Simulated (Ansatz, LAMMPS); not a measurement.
**Electronic structure of liquid 62P2O5-12Al2O3-27MgO (mol %) at 2790 K (141 atoms)**

Aim: energy, forces, charges and density of states of liquid 62P2O5-12Al2O3-27MgO (mol %) at 2790 K (141 atoms) at a fixed geometry.

Calculated with Ansatz 0.2.0; Kohn-Sham DFT, PBE, PAW (set soft_2), plane waves.

### 1. The structure

The cell holds 141 atoms: 32 P, 6 Al, 7 Mg and 96 O. Its edges and angles: a = 12.417 Å, b = 12.417 Å, c = 12.417 Å, α = 90.0°, β = 90.0°, γ = 90.0°. 141 atoms (32 P, 6 Al, 7 Mg, 96 O) placed at random at 2.48 g/cm³, melted at 4000 K for 10 ps at fixed volume with the Morse and Coulomb pair potential with partial charges (Pedone, Malavasi, Menziani, Cormack and Segre, J. Phys. Chem. B 110, 11780 (2006)). Snapshot at the end of a hold of 10 ps at 2790 K and fixed volume.

What the set-up can't give: The starting topology of bonds comes from the classical model, and needn't be the one that DFT or experiment would give. Sampling is at Γ alone, for a cell whose shortest periodic width is 12 Å.

### 2. Making the structure

A classical potential supplies the starting structure, since it reaches far longer times than DFT.

This step: classical MD, Morse and Coulomb pair potential with partial charges (Pedone, Malavasi, Menziani, Cormack and Segre, J. Phys. Chem. B 110, 11780 (2006)) (LAMMPS 22 Jul 2025 - Update 4).

in.lmp

```
# melt-quench of P32Al6Mg7O96
units metal
atom_style charge
boundary p p p
region box block 0 12.4168 0 12.4168 0 12.4168
create_box 4 box
mass 1 30.9738   # P
mass 2 26.9815   # Al
mass 3 24.3050   # Mg
mass 4 15.9990   # O
create_atoms 1 random 32 436709 NULL overlap 1.5 maxtry 2000
create_atoms 2 random 6 436716 NULL overlap 1.5 maxtry 2000
create_atoms 3 random 7 436723 NULL overlap 1.5 maxtry 2000
create_atoms 4 random 96 436730 NULL overlap 1.5 maxtry 2000
pair_style hybrid/overlay pedone 5.5 coul/long 8.0
pair_coeff * * coul/long
pair_coeff 1 4 pedone 0.831326 2.585833 1.800790 1   # P-O
pair_coeff 2 4 pedone 0.361581 1.900442 2.164818 0.9   # Al-O
pair_coeff 3 4 pedone 0.038908 2.281000 2.586153 5   # Mg-O
pair_coeff 4 4 pedone 0.042395 1.379316 3.618701 22   # O-O
set type 1 charge 3
set type 2 charge 1.8
set type 3 charge 1.2
set type 4 charge -1.2
kspace_style pppm 1.0e-4
neigh_modify delay 0 every 1 check yes
thermo_style custom step time temp pe press density
thermo_modify norm yes
timestep 0.002
thermo 100
min_style cg
minimize 1e-4 1e-4 200 2000
reset_timestep 0
velocity all create 4000 436710 mom yes dist gaussian
# [... 14 lines left out ...]
compute msd all msd com yes
thermo 1250
fix md all nvt temp 2790 2790 0.2
run 5000 post no
print "== T2790: mean square displacement over the hold $(c_msd[4]:%.2f) A^2"
unfix md
uncompute msd
write_dump all custom T2790.dump id type xs ys zs modify sort id
```

Launch:

```console
lmp -in in.lmp -log none -nocite
```

Numbers of over 12 decimals in the logs are rounded to 6 here.

What it wrote:

```text
LAMMPS (22 Jul 2025 - Update 4)
Created orthogonal box = (0 0 0) to (12.4168 12.4168 12.4168)
Created 32 atoms
Created 6 atoms
Created 7 atoms
Created 96 atoms
PPPM initialization ...
  G vector (1/distance) = 0.39084174
  grid = 15 15 15
  estimated relative force accuracy = 4.9790479e-05
   Step          Time           Temp          PotEng         Press         Density
         0   0              0             -4.2085342      513155.55      2.4799777
        97   0.194          0             -20.187624     -23658.084      2.4799777
Loop time of 0.110072 s on 1 MPI rank(s) for 97 steps with 141 atoms
Minimization stats:
  Stopping criterion = energy tolerance
  Energy initial, next-to-last, final =
     -4.20853415957209  -20.1857139247077  -20.1876236405725
  Force two-norm initial, final = 456.73903 4.5916392
  Iterations, force evaluations = 97 139
   Step          Time           Temp          PotEng         Press         Density
[... 8 lines left out ...]
      3332   6.664          3983.9483     -19.872784      17045.111      2.4799777
      4165   8.33           3965.6891     -19.854392      83775.12       2.4799777
      4998   9.996          3708.8908     -19.741703      56073.286      2.4799777
      5831   11.662         3859.2979     -19.881897      54458.671      2.4799777
[... 1 line left out ...]
Loop time of 3.40585 s on 1 MPI rank(s) for 5000 steps with 141 atoms
   Step          Time           Temp          PotEng         Press         Density
[... 5 lines left out ...]
Loop time of 3.4146 s on 1 MPI rank(s) for 5000 steps with 141 atoms
   Step          Time           Temp          PotEng         Press         Density
[... 2 lines left out ...]
     12500   25             2938.8201     -20.071841      26376.424      2.4799777
     13750   27.5           2974.2999     -20.060133      37932.389      2.4799777
     15000   30             2673.0376     -20.032215     -18445.101      2.4799777
     16000   32             2724.8475     -20.02314       40195.418      2.4799777
Loop time of 3.35112 s on 1 MPI rank(s) for 5000 steps with 141 atoms
== T2790: mean square displacement over the hold 3.73 A^2
```

Elapsed: 11 s, on 1 thread of Arm Neoverse V2, shared host; peak memory 0.075 GiB.

### 3. Plane-wave single point

One self-consistent run at the given positions yields energy and forces.

input.yaml

```yaml
crystal:
  lattice:
    - [12.4168, 0.0, 0.0]
    - [0.0, 12.4168, 0.0]
    - [0.0, 0.0, 12.4168]
  atoms:
    - { symbol: P, position: [0.13703, 0.66523, 0.97668] }
    - { symbol: P, position: [0.99608, 0.54599, 0.55327] }
    - { symbol: P, position: [0.39211, 0.09627, 0.71303] }
    - { symbol: P, position: [0.81908, 0.69324, 0.61813] }
    - { symbol: P, position: [0.49687, 0.11709, 0.95225] }
    - { symbol: P, position: [0.46421, 0.43954, 0.41776] }
    - { symbol: P, position: [0.22325, 0.64723, 0.63694] }
    - { symbol: P, position: [0.59342, 0.26055, 0.27551] }
    - { symbol: P, position: [0.56303, 0.01458, 0.28681] }
    - { symbol: P, position: [0.61485, 0.67893, 0.09954] }
    - { symbol: P, position: [0.1336, 0.03227, 0.2607] }
    - { symbol: P, position: [0.59236, 0.21169, 0.61771] }
    - { symbol: P, position: [0.988, 0.90054, 0.39474] }
    - { symbol: P, position: [0.14115, 0.30262, 0.99558] }
    - { symbol: P, position: [0.14651, 0.34155, 0.47282] }
    - { symbol: P, position: [0.76624, 0.11996, 0.97227] }
    - { symbol: P, position: [0.97116, 0.24542, 0.3232] }
    - { symbol: P, position: [0.96333, 0.67854, 0.15599] }
    - { symbol: P, position: [0.26115, 0.13283, 0.4776] }
    - { symbol: P, position: [0.37536, 0.89447, 0.2009] }
    - { symbol: P, position: [0.26693, 0.35742, 0.19374] }
    - { symbol: P, position: [0.52148, 0.84338, 0.47778] }
    - { symbol: P, position: [0.98895, 0.37091, 0.71671] }
    - { symbol: P, position: [0.11344, 0.06044, 0.01517] }
    - { symbol: P, position: [0.48759, 0.41598, 0.66536] }
    - { symbol: P, position: [0.63334, 0.4328, 0.89634] }
    - { symbol: P, position: [0.18061, 0.88723, 0.88743] }
    - { symbol: P, position: [0.40488, 0.85417, 0.77275] }
    - { symbol: P, position: [0.85556, 0.89965, 0.77665] }
    - { symbol: P, position: [0.77672, 0.53862, 0.23142] }
    - { symbol: P, position: [0.29232, 0.78907, 0.426] }
    - { symbol: P, position: [0.86847, 0.41321, 0.92754] }
    [... 103 atom lines left out ...]
    - { symbol: O, position: [0.67662, 0.02239, 0.23862] }
    - { symbol: O, position: [0.77073, 0.42054, 0.21845] }
    - { symbol: O, position: [0.55844, 0.37504, 0.82098] }
    - { symbol: O, position: [0.93103, 0.27614, 0.69169] }
    - { symbol: O, position: [0.92006, 0.39667, 0.81953] }
    - { symbol: O, position: [0.57882, 0.32824, 0.63577] }
kpoints:
  mp_grid: { grid: [1, 1, 1] }
hamiltonian:
  xc: pbe
scf:
  occupations: { method: fixed }
output:
  forces: true
  stress: true
  populations: true
  dos:
    method: { smearing: { sigma: 0.1 } }
    de: 0.1
    projected: { site_lists: { Al: [Al], Mg: [Mg], O: [O], P: [P] } }
  eigenvalues: true
  write_density: true
  write_potential: true
  volumetric_format: npy
```

Launch:

```console
ansatz run input.yaml --threads 8 --pin off --max-ram 15872MiB --backend cpu --events-out ev --progress --plain --runs-dir out
```

What it wrote:

```text
Engine: ansatz 0.2.0, aarch64-unknown-linux-gnu
Pseudopotentials: kind: paw
Pseudopotential: P, paw, valence charge 5, recommended cutoff 420 eV (normal), P.paw.azcp
Pseudopotential: Al, paw, valence charge 3, recommended cutoff 420 eV (normal), Al.paw.azcp
Pseudopotential: Mg, paw, valence charge 10, recommended cutoff 420 eV (normal), Mg.paw.azcp
Pseudopotential: O, paw, valence charge 6, recommended cutoff 420 eV (normal), O.paw.azcp
[... 5 lines on functional and potentials left out ...]
Crystal: 141 atoms, lattice volume = 1914.384 Å³
Basis set: ecut = 420 eV, 37529 PW (Γ), exchange–correlation on 180×180×180 points (8 copies of the dense FFT grid, shifted against one another)
Bands: 553, of which v1, the nominal top of the filled ones, is band 412 counted from 1 (411 counted from 0)
Symmetry: 1 space group operations
Space group: P1 (ITA 1), of the structure as read, at distance tolerance 1.2e-4 Å
k-points: 1
[... 9 lines on functional and potentials left out ...]
Initial density: superposition of atomic densities (neutral atoms: chi_scale 0, normalization atom), corrected by the library's trained network
Initial wavefunctions: pseudopotential atomic-orbital guess
Functional: x = pbe(κ = 0.804, μ = 0.219515), c = pbe(β = 0.066725)
SCF iter   1: F=—  HF=-95363.499911 eV  |F-HF|=—  |Δ(HF+E_count)|=         —  Δρ=5.22e-3  dr2=7.50e-1  ethr=1.77e-3  ⟨swp⟩=6.0  Hψ=2228  notcnv=0  defer=139
preconditioner: auto → Resta (q_TF=auto, 2.371 Å⁻¹)  ε∞=3.2  [insulator: Δε(μ)=1.119 eV  Ē_g=15.771 eV  n_scr=436 (ndim 8)  ℏωp=23.5 eV  f_vac=0.182  ε∞_Penn≈3.2]
SCF iter   2: F=—  HF=-95363.371364 eV  |F-HF|=—  |Δ(HF+E_count)|=   1.29e-1  Δρ=2.86e-3  dr2=1.89e-1  ethr=9.11e-5  ⟨swp⟩=3.0  Hψ=929  notcnv=0  defer=139
SCF iter   3: F=—  HF=-95363.348183 eV  |F-HF|=—  |Δ(HF+E_count)|=   2.32e-2  Δρ=1.47e-3  dr2=6.09e-2  ethr=2.29e-5  ⟨swp⟩=4.0  Hψ=848  notcnv=0  defer=139
SCF iter   4: F=—  HF=-95363.337234 eV  |F-HF|=—  |Δ(HF+E_count)|=   1.09e-2  Δρ=4.71e-4  dr2=4.93e-3  ethr=7.39e-6  ⟨swp⟩=3.0  Hψ=768  notcnv=0  defer=139
SCF iter   5: F=—  HF=-95363.337359 eV  |F-HF|=—  |Δ(HF+E_count)|=   1.26e-4  Δρ=2.71e-4  dr2=1.34e-3  ethr=5.99e-7  ⟨swp⟩=2.0  Hψ=953  notcnv=0  defer=139
SCF iter   6: F=—  HF=-95363.337386 eV  |F-HF|=—  |Δ(HF+E_count)|=   2.69e-5  Δρ=8.45e-5  dr2=1.37e-4  ethr=1.62e-7  ⟨swp⟩=3.0  Hψ=836  notcnv=0  defer=138
SCF iter   7: F=—  HF=-95363.337426 eV  |F-HF|=—  |Δ(HF+E_count)|=   4.00e-5  Δρ=4.65e-5  dr2=3.89e-5  ethr=1.66e-8  ⟨swp⟩=3.0  Hψ=758  notcnv=0  defer=138
SCF iter   8: F=—  HF=-95363.342086 eV  |F-HF|=—  |Δ(HF+E_count)|=   4.66e-3  Δρ=1.56e-5  dr2=4.55e-6  ethr=4.73e-9  ⟨swp⟩=3.0  Hψ=842  notcnv=0  defer=138
SCF iter   9: F=—  HF=-95363.342088 eV  |F-HF|=—  |Δ(HF+E_count)|=   2.12e-6  Δρ=6.36e-6  dr2=8.05e-7  ethr=5.52e-10  ⟨swp⟩=3.0  Hψ=928  notcnv=0  defer=138
SCF iter  10: F=—  HF=-95363.342088 eV  |F-HF|=—  |Δ(HF+E_count)|=   4.47e-7  Δρ=3.61e-6  dr2=2.27e-7  ethr=9.76e-11  ⟨swp⟩=3.0  Hψ=805  notcnv=0  defer=138
SCF iter  11: F=-95363.342088 eV  HF=-95363.342088 eV  |F-HF|=1.35e-8  |Δ(HF+E_count)|=   6.07e-8  Δρ=9.56e-7  dr2=2.01e-8  ethr=1.21e-11  ⟨swp⟩=30.0  Hψ=6606  notcnv=0
SCF 1 converged in 11 iterations: F = -95363.342088 eV  dr2 = 2.01e-8
  greatest PAW one-centre occupation: 1.000 electrons in one spin orbital (limit 2), on the Mg atom at site 44 (counted from 0), in its partial waves of l = 0
WARN: The input density's exchange-correlation potential varies sharply where the density is thin. Do not read a vacuum level from v_tot or v_xc, or from such a field of the output density. On a cell that repeats whose density bears no net charge and no dipole along the vacuum's axis use v_es (v_loc + v_h of the components); [...]
SCF converged after 11 iterations
Free energy (F): -95363.342088 eV
Harris-Foulkes:  -95363.342088 eV  (|F-HF|=1.35e-8)
Internal energy: -95363.342088 eV  (E = F + TS)
E sigma→0 (E₀):  -95363.342088 eV
Fermi energy:    4.052571 eV
--- Per-component energies (eV) ---
  E_band       = -6493.122324
  E_kinetic    = 20263.026495
  E_local      = -68356.060154  (includes V_loc(G=0)·N_el)
  E_nonlocal   = 6322.916011
  E_hartree    = 25375.931794
  E_xc         = -9553.479719
  E_vxc        = -11498.049562  (∫ρ·V_xc dr)
  E_paw        = -38312.808635  (= ΣΔE_a)
  E_vpaw       = -3977.059823  (= ΣTr[D̂ρ^β])
  E_aug_tail   = 0.242544  (compensation charges beyond the density's cutoff)
  E_ewald      = -31103.110424
  E_smearing   = -0.000000  (= −TS)
  E_closure    = -0.000000  (closes the sum)
  Σ components = -95363.342088   (vs F -95363.342088, Δ=0.00e0)
--- Forces (eV/Å), atoms counted from 1 ---
  atom   1  P     -1.95278092    -1.65381647    -0.42446655
  atom   2  P      6.87953859     1.41474957    -3.27101957
  atom   3  P      4.67123663     2.63517194     3.32141720
  atom   4  P      6.31873172     0.75488537    11.34384987
  atom   5  P      3.28919761    -2.06890688    -3.02615493
  atom   6  P      7.43175491     0.92392551    -2.35592287
  atom   7  P     -2.47425222     0.05959269     0.77662453
  atom   8  P     -9.59410605     1.67171975    -1.74200939
  atom   9  P      1.65617698    -0.59268782     0.89539035
  atom  10  P      0.58819323     2.61698267     2.98218667
  atom  11  P      3.56447221     0.54623825     5.03919042
  atom  12  P     -1.29541262    -3.05477448    -8.27240240
  atom  13  P     -8.29150482    -0.71583364     1.68195834
  atom  14  P      2.85811908     6.32142687    -0.30082535
[...]
atom 140  O      2.06610966    -0.46508002    -2.91800793
  atom 141  O     -0.47400127     5.00605404     0.93517074
  max |Σ_I F_I| component: 3.62e-5 eV/Å
--- Stress (GPa, compression-positive) ---
        4.641644       0.082592       0.528940
        0.082592       4.420299       1.505364
        0.528940       1.505361       3.397213
  P = ⅓ Tr σ = 4.1531 GPa (41.531 kbar)
--- Band table (eV) ---
  k-point 0: bands = ["-73.2725", "-72.5191", "-72.2235", "-72.1353", [... 537 levels ...], "13.1180", "13.1624", "13.1973", "13.2261", "13.2408", "13.2729", "13.3343", "13.3731", "13.3975", "13.4280", "13.4710", "13.4814"]
--- Löwdin populations: 141 sites ---
  site symbol       q [e]
     0      P      2.7713
     1      P      2.7429
     2      P      2.8578
[...]
140      O      6.7194
  spilling = 0.016404 (of n_electrons = 824.000000)
```

It took 41 s on 8 threads of Arm Neoverse V2, shared host; peak memory 3 GiB; 4.6 min of CPU time.

The program notes that the exchange-correlation potential is rough where the density is thin.

Numbers from this run:

```yaml
free_energy: -95363.3421 eV
free_energy_per_atom: -676.3358 eV/atom
scf_cycles: 11
pressure: 4.153 GPa
r_m_s_force_component: 2.763 eV/Å
longest_force: 13.01 eV/Å
fermi_energy: 4.053 eV
spacing_of_highest_filled_and_lowest_empty_level: 0.5599 eV
spilling_of_the_projection: 0.0164
```

Length of the force by element:

| element | coordination | atoms | mean length of the force (eV/Å) | spread | least | most |
| --- | --- | --- | --- | --- | --- | --- |
| Al | all | 6 | 3.06 | 1.32 | 0.746 | 4.80 |
| Mg | all | 7 | 2.06 | 0.815 | 0.799 | 3.68 |
| O | all | 96 | 3.60 | 1.99 | 0.108 | 11.0 |
| P | all | 32 | 6.27 | 2.75 | 1.97 | 13.0 |

Löwdin charges by element (they lack the spilled electrons, 0.096 e an atom on average):

| element | coordination | atoms | mean charge (e) | spread | least | most |
| --- | --- | --- | --- | --- | --- | --- |
| Al | all | 6 | 1.40 | 0.0175 | 1.37 | 1.42 |
| Mg | all | 7 | 1.63 | 0.0222 | 1.60 | 1.68 |
| O | all | 96 | -0.799 | 0.0899 | -1.04 | -0.669 |
| P | all | 32 | 2.20 | 0.0616 | 2.09 | 2.33 |

Density of states as counts of states in windows of 1 eV (from the Fermi level), total and the larger projections:

| from (eV) | to (eV) | total | O p | P p | O s |
| --- | --- | --- | --- | --- | --- |
| -18 | -17 | 19.7 | 0.8 | 3.2 | 15.0 |
| -17 | -16 | 2.3 | 0.1 | 0.3 | 1.9 |
| -16 | -15 | 4.0 | 2.3 | 0.5 | 0.5 |
| -15 | -14 | 2.8 | 1.7 | 0.4 | 0.3 |
| -14 | -13 | 10.1 | 6.1 | 1.5 | 1.1 |
| -13 | -12 | 9.6 | 5.9 | 1.4 | 1.0 |
| -12 | -11 | 20.7 | 13.3 | 3.3 | 1.7 |
| -11 | -10 | 14.8 | 9.8 | 2.6 | 1.0 |
| -10 | -9 | 16.5 | 11.5 | 2.5 | 0.9 |
| -9 | -8 | 26.3 | 19.1 | 3.4 | 1.7 |
| -8 | -7 | 43.9 | 32.8 | 4.7 | 3.5 |
| -7 | -6 | 53.9 | 42.8 | 4.6 | 4.0 |
| -6 | -5 | 63.9 | 53.6 | 3.9 | 3.6 |
| -5 | -4 | 73.4 | 65.1 | 2.8 | 2.4 |
| -4 | -3 | 80.0 | 72.7 | 2.6 | 1.9 |
| -3 | -2 | 65.9 | 61.4 | 1.6 | 1.0 |
| -2 | -1 | 57.4 | 54.3 | 1.2 | 0.5 |
| -1 | 0 | 31.6 | 30.0 | 0.7 | 0.3 |
| 0 | 1 | 3.4 | 1.4 | 0.2 | 0.3 |
| 1 | 2 | 5.4 | 1.2 | 1.0 | 0.6 |
| 2 | 3 | 12.4 | 2.5 | 1.7 | 1.5 |
| 3 | 4 | 14.3 | 2.1 | 2.4 | 1.6 |
| 4 | 5 | 27.0 | 4.3 | 6.9 | 2.8 |

With fixed occupations the program's Fermi level is the highest filled level.

Between -26 and -18 eV lie 168 more states.

The stored curve holds about 766 of the 824 electrons; the rest, give or take the few that broadening carries across the Fermi level, lie in deeper levels below its range.

The levels nearest the highest filled one (over half full), pooled over k-points and spins:

| level less the highest filled one (eV) | occupation |
| --- | --- |
| -0.588 | 2 |
| -0.349 | 2 |
| -0.310 | 2 |
| -0.183 | 2 |
| -0.0432 | 2 |
| 0 | 2 |
| 0.560 | 0 |
| 1.09 | 0 |
| 1.26 | 0 |
| 1.95 | 0 |
| 2.19 | 0 |
| 2.37 | 0 |

Valence density in the bc plane at fractional x = 0.001, with atoms of P and Mg and O within 0.2 Å of it. It is the smooth field of the valence electrons, not physical close to the nuclei.

Values in e/Å³, 13 rows by 16 columns, each cell a mean:
```
 2  3  0  0  0  1  1  0  0  0  0  0  0  0  0  0
 0  0  0  0  0  0  0  0  0  0  0  0  0  0  0  0
 0  0  0  0  0  0  0  0  0  0  0  0  0  0  0  0
 0  0  0  0  0  0  1  1  0  0  0  0  0  0  0  0
 0  0  0  0  0  0  1  5  2  0  0  0  0  0  0  0
 0  1 14  1  0  1  0  1  1  0  0  0  0  0  0  0
 2  0  0  0  0  0  0  1  2  1  0  0  1  1  1  4
 0  0  0  0  0  0  0  1  3  0  0  0  5  2  0  1
 0  1  2  1  1  0  0  0  0  0  0  0  0  0  1  1
 0  1  4  1  0  0  0  0  0  0  1  0  0  0  0  0
 0  0  0  0  0  0  0  0  0  0  1  1  0  0  0  0
 0  0  0  0  0  0  0  0  0  0  1  1  0  0  0  0
 2  2  0  0  0  0  0  0  0  0  2  1  0  0  0  0
```
Columns run along b (12.4 Å), rows up along c (12.4 Å). Atoms in or near the plane, at fractional coordinates: P at (0.55, 0.55), P at (0.90, 0.39), P at (0.37, 0.72), Mg at (0.15, 0.57), O at (0.98, 0.49), O at (0.06, 0.99), O at (0.14, 0.29), O at (0.47, 0.65), O at (0.79, 0.43).

Electrostatic potential energy in the bc plane at fractional x = 0.001, with atoms of P and Mg and O within 0.2 Å of it. With pseudopotentials it is smooth inside the atoms' cores, unlike the true potential.

Ten even steps from '0' (-48 eV) to '9' (11 eV), each cell a mean:
```
72138999999965899999999999999999999
98789999999988999999999999999999999
99999999999999999999999999999999999
99999999999999999999999999999999999
99999999998877889999999999999999999
99999999987521378999999999999999999
99999889887200047899999999999999999
99988888887410222379999999999999999
98876667888876620157789999999999999
98761015888888875311268999999999999
98850005888779987300047999999999998
48876457899889998511268999999999842
37998889999999996225889999755887621
79999999999999995226999999401330135
99999987667899999889999999744500027
99998773004789999999999999999842358
99962132004799999999999999999988889
99962256557899999999997789999999999
99998899889999999999986468999999999
99999999999999999999985115899999999
99999999999999999999974104799999999
99999999999999999999986447899999999
98789999999999999999996227999999999
72138999999988999999998668999999999
```
Columns run along b (12.4 Å; values clipped at the 3rd and 97th percentile), rows up along c (12.4 Å). Atoms in or near the plane, at fractional coordinates: P at (0.55, 0.55), P at (0.90, 0.39), P at (0.37, 0.72), Mg at (0.15, 0.57), O at (0.98, 0.49), O at (0.06, 0.99), O at (0.14, 0.29), O at (0.47, 0.65), O at (0.79, 0.43).

Mean Löwdin charges: Al +1.40, Mg +1.63, O -0.80, P +2.20 e (they miss 1.6 % of the electrons, so they add up to more than the cell's charge).

(Part 1 of 2 ends here.)

[Logs are printed without paths, hosts, clocks, repeated set-up lines and the standing remarks that a program may print on its own settings, such as how far it seeks lower states.]

[Hosts, paths, dates, database ids (printed as entryN), source tags and the programs' standing remarks are cut or masked in the printed files.]
